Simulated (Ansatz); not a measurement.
# How fast states decay through LiNbBr6, part 3 of 3

Aim: relax a made-up compound, LiNbBr6, and see how good a tunnel barrier it would be. It is built by putting Br for F, Nb for Ta in the LiTaF6 structure of space group R-3, with the volume rescaled by atomic radii. The parent structure comes from the Materials Project.

Ansatz 0.2.0; PBE DFT, plane waves, PAW files (the session's first sound run).

So far. Step 3 (Band edges): The searched edges give 1.44 eV, as on the mesh. Step 4 (Decaying states in the gap, plane (001), k-mesh 6×6×6): At the listed wavevectors the last open channel is at -0.01 eV and the next at +1.52 eV on the grid. At +0.71 eV, the grid energy nearest the filling level (the middle of the gap on the SCF mesh), the slowest state at the listed wavevectors decays with κ = 0.194 Å⁻¹, its amplitude falling by e over 5.2 Å.

The structure was built from a prototype and need not be the compound's stable phase.

## Step 5: Decaying states in the gap, plane (101), k-mesh 4×4×4 (continued)

Level of this step: PBE DFT, plane waves, PAW files; complex bands by layer matching along the plane's normal (Ansatz).

K parallel (0, 0); values up to 1.5 1/Å, a degenerate pair printed once or twice; energies at which all values exceed this have no row. The Im kz of the slowest decaying states by energy, zero at the highest filled level on the SCF mesh:

| energy (eV) | decay 1 (Å⁻¹) | decay 2 (Å⁻¹) | decay 3 (Å⁻¹) | decay 4 (Å⁻¹) |
| --- | --- | --- | --- | --- |
| -1.00 | 0.0499 | 0.154 | 0.179 | 0.274 |
| -0.82 | 0.0751 | 0.238 | 0.246 | 0.577 |
| -0.73 | 0.0760 | 0.0775 | 0.218 | 0.259 |
| -0.55 | 0.0780 | 0.220 | 0.279 | 0.312 |
| -0.46 | 0.0144 | 0.0621 | 0.0631 | 0.0970 |
| -0.28 | 0.0891 | 0.173 | 0.336 | 0.381 |
| -0.19 | 0.0559 | 0.135 | 0.297 | 0.426 |
| -0.01 | 0.152 | 0.167 | 0.338 | 0.366 |
| 0.08 | 0.154 | 0.209 | 0.240 | 0.356 |
| 0.26 | 0.199 | 0.294 | 0.300 | 0.384 |
| 0.35 | 0.214 | 0.314 | 0.325 | 0.382 |
| 0.53 | 0.238 | 0.325 | 0.369 | 0.375 |
| 0.62 | 0.247 | 0.324 | 0.362 | 0.396 |
| 0.80 | 0.261 | 0.316 | 0.343 | 0.429 |
| 0.89 | 0.266 | 0.309 | 0.331 | 0.435 |
| 1.07 | 0.268 | 0.292 | 0.295 | 0.442 |
| 1.16 | 0.258 | 0.269 | 0.286 | 0.444 |
| 1.34 | 0.177 | 0.204 | 0.280 | 0.432 |
| 1.43 | 0.0456 | 0.149 | 0.272 | 0.410 |
| 1.61 | 0.0358 | 0.206 | 0.343 | 0.352 |
| 1.70 | 0.120 | 0.270 | 0.292 | 0.512 |
| 1.88 | 0.301 | 0.451 | 0.560 | 0.614 |
| 1.97 | 0.0801 | 0.329 | 0.527 | 0.546 |
| 2.15 | 0.274 | 0.369 | 0.498 | 0.525 |
| 2.24 | 0.325 | 0.383 | 0.490 | 0.513 |
| 2.42 | 0.406 | 0.427 | 0.500 | 0.509 |

K parallel (0, -0.5); values up to 1.5 1/Å, a degenerate pair printed once or twice; energies at which all values exceed this have no row. The Im kz of the slowest decaying states by energy, zero at the highest filled level on the SCF mesh:

| energy (eV) | decay 1 (Å⁻¹) | decay 2 (Å⁻¹) | decay 3 (Å⁻¹) | decay 4 (Å⁻¹) |
| --- | --- | --- | --- | --- |
| -1.00 | 0.249 | 0.275 | 0.280 | 0.378 |
| -0.73 | 0.131 | 0.272 | 0.309 | 0.322 |
| -0.55 | 0.215 | 0.219 | 0.268 | 0.330 |
| -0.28 | 0.0496 | 0.155 | 0.168 | 0.296 |
| -0.01 | 0.174 | 0.259 | 0.279 | 0.281 |
| 0.26 | 0.221 | 0.309 | 0.341 | 0.378 |
| 0.44 | 0.238 | 0.320 | 0.369 | 0.404 |
| 0.71 | 0.248 | 0.323 | 0.396 | 0.412 |
| 0.98 | 0.236 | 0.311 | 0.370 | 0.419 |
| 1.16 | 0.207 | 0.294 | 0.315 | 0.432 |
| 1.43 | 0.0360 | 0.182 | 0.242 | 0.430 |
| 1.70 | 0.191 | 0.507 | 0.564 | 0.795 |
| 1.97 | 0.0748 | 0.358 | 0.501 | 0.571 |
| 2.15 | 0.186 | 0.253 | 0.412 | 0.491 |
| 2.42 | 0.318 | 0.373 | 0.454 | 0.487 |

At the listed wavevectors the last open channel is at -0.01 eV and the next at +1.52 eV on the grid. At +0.71 eV, the grid energy nearest the filling level (the middle of the gap on the SCF mesh), the slowest state at the listed wavevectors decays with κ = 0.248 Å⁻¹, its amplitude falling by e over 4.0 Å; the first such run, plane (001), gave 0.194 Å⁻¹.

## Step 6: A repeat with changed settings

This step: PBE DFT, plane waves, PAW files; complex bands by layer matching along the plane's normal; changed: basis.ecutrho_ratio = 6, hamiltonian.dispersion = "d4", kpoints.mp_grid.grid = [3, 3, 3] (Ansatz 0.2.0).

This run repeats an earlier one, its twin (the complex run, plane (001)), with three settings changed (kpoints.mp_grid.grid, hamiltonian.dispersion, basis.ecutrho_ratio; files written aside). It is meant to test whether the SCF mesh is converged, that a pairwise dispersion term, which adds to the energy and not to the potential, leaves the transmission of fixed atoms as it is and whether the cutoff of the density is converged. Where the input is shown as a difference, that is against the step before, not the twin.

input.yaml

```yaml
crystal:
  lattice:
    - [6.813744983, 0.0, 0.0]
    - [3.406872492, 5.90087625, 0.0]
    - [3.406872492, -1.96695875, 6.063191893]
  atoms:
    - { symbol: Li, position: [0.0, 0.5, 0.5] }
    - { symbol: Nb, position: [0.0, 0.0, 0.0] }
    - { symbol: Br, position: [0.8510441078, 0.7690606673, 0.2404160279] }
    - { symbol: Br, position: [0.139479197, 0.0914601357, 0.2404160279] }
    - { symbol: Br, position: [0.5286446394, 0.3798952249, 0.2404160279] }
    - { symbol: Br, position: [0.1489558922, 0.2309393327, 0.7595839721] }
    - { symbol: Br, position: [0.860520803, 0.9085398643, 0.7595839721] }
    - { symbol: Br, position: [0.4713553606, 0.6201047751, 0.7595839721] }
kpoints:
  mp_grid: { grid: [3, 3, 3] }
scf:
  occupations: { method: fixed }
hamiltonian:
  xc: pbe
  dispersion: d4
output:
  eigenvalues: true
  transmission:
    leads: [[0, 0]]
    kpoints: [[0.0, 0.0], [-0.5, -0.5]]
    e_range: [-1.0, 2.44]
    de: 0.09
basis:
  ecutrho_ratio: 6
```

Run with:

```sh
ansatz run input.yaml --threads 2 --pin off --max-ram 4096MiB --backend cpu --events-out ev --progress --plain --runs-dir out
```

Numbers of over 12 decimals in the logs are rounded to 6 here.

The log of the run:

```text
[...]
Crystal: 8 atoms, lattice volume = 243.783 Å³
Basis set: ecut = 420 eV, 4773 PW (Γ)
Bands: 37, of which v1, the nominal top of the filled ones, is band 29 counted from 1 (28 counted from 0)
Symmetry: 6 space group operations
[...]
k-points: 6 of 27
[...]
SCF iter   1: F=—  HF=-21465.737494 eV  |F-HF|=—  |Δ(HF+E_count)|=         —  Δρ=9.30e-4  dr2=1.39e-3  ethr=1.77e-3  ⟨swp⟩=5.8  Hψ=912  notcnv=0  defer=33
[...]
SCF iter   7: F=-21465.738504 eV  HF=-21465.738504 eV  |F-HF|=3.33e-9  |Δ(HF+E_count)|=   7.77e-8  Δρ=1.50e-6  dr2=1.12e-8  ethr=1.72e-10  ⟨swp⟩=13.5  Hψ=1194  notcnv=0
SCF 1 converged in 7 iterations: F = -21465.738504 eV  dr2 = 1.12e-8
[...]
transmission: 13 of 26 steps passed
transmission: 26 of 26 steps passed
SCF converged after 7 iterations
Free energy (F): -21465.738504 eV
[...]
Internal energy: -21465.738504 eV  (E = F + TS)
E sigma→0 (E₀):  -21465.738504 eV
Fermi energy:    2.108747 eV
[...]
--- Band table (eV; the first three rows and the last of 6) ---
  k-point 0: bands = [... 25 lower, 1.8649, 1.9585, 1.9585, 2.1087, 3.6057, 3.7881, 3.7881, 6.3641, ... 4 higher]
  k-point 1: bands = [... 25 lower, 1.8364, 1.8364, 1.9312, 1.9312, 3.7882, 3.8728, 3.8728, 6.1270, ... 4 higher]
  k-point 2: bands = [... 25 lower, 1.7304, 1.8610, 1.9347, 1.9533, 3.6152, 3.7463, 3.9860, 6.0700, ... 4 higher]
  k-point 5: bands = [... 25 lower, 1.7351, 1.7990, 1.8788, 1.9563, 3.6896, 3.8511, 3.9901, 6.0538, ... 4 higher]
--- Transmission ---
  basis      : 361 plane waves across, 13 finite elements along
  points     : 2, as listed
[...]
crystal 0  : Br6Nb1Li1, at the sites [0, 0], period 6.0632 Å: whole cells are its period
[...]
channels       : 0.000000e0 a spin
[...]
slowest decay  : 0.1935 /Å at (0.0000, 0.0000)
```

Elapsed: 88 s, on 2 threads of Arm Neoverse V2, shared host; peak memory 1.4 GiB; 2.5 min of CPU time.

This number moved little. The least decay constant is 0.194 Å⁻¹ against 0.194 Å⁻¹ in the twin: no change within 1 %.

Side by side:

```csv
quantity,this run,sound run,difference
Fermi energy (eV),2.1087,2.1066,0.00210
gap on the k-mesh (eV),1.4970,1.4366,0.0604
level to which the leads are filled (eV from the Fermi level),0.74849,0.71828,0.0302
"decay constant at the filling level, zone centre (Å⁻¹)",0.1935,0.19383,-3.3e-4
"decay constant at the filling level, slowest listed point (Å⁻¹)",0.1935,0.1938,-3.0e-4
```

The two runs differ clearly in the level to which the leads are filled: 0.748 eV from the Fermi level against 0.718 eV from the Fermi level.

## Step 7: Results

| Property | Result |
| --- | --- |
| band gap | 1.44 eV |
| least decay constant at mid-gap, normal to (001) | 0.194 Å⁻¹ |
| least decay constant at mid-gap, normal to (101) | 0.248 Å⁻¹ |

With PBE, the slowest decay at the wavevectors tried is κ = 0.194 Å⁻¹, normal to (001). Through such a film the transmission near mid-gap falls as exp(−2κd), a factor of ten every 5.9 Å. The decay depends on direction: 1.3 times faster normal to (101). A free electron under a barrier of half the gap would need a mass of 0.20 mₑ to decay at this rate. The compound is made up by substitution; its stability against other phases and against distortions of the cell's symmetry was not tested. A semilocal functional narrows gaps, so real decay constants are likely larger.

[Logs are printed without paths, hosts, clocks, repeated set-up lines and the standing remarks that a program may print on its own settings, such as how far it seeks lower states.]

[Hosts, paths, dates, database ids (printed as entryN), source tags and the programs' standing remarks are cut or masked in the printed files.]
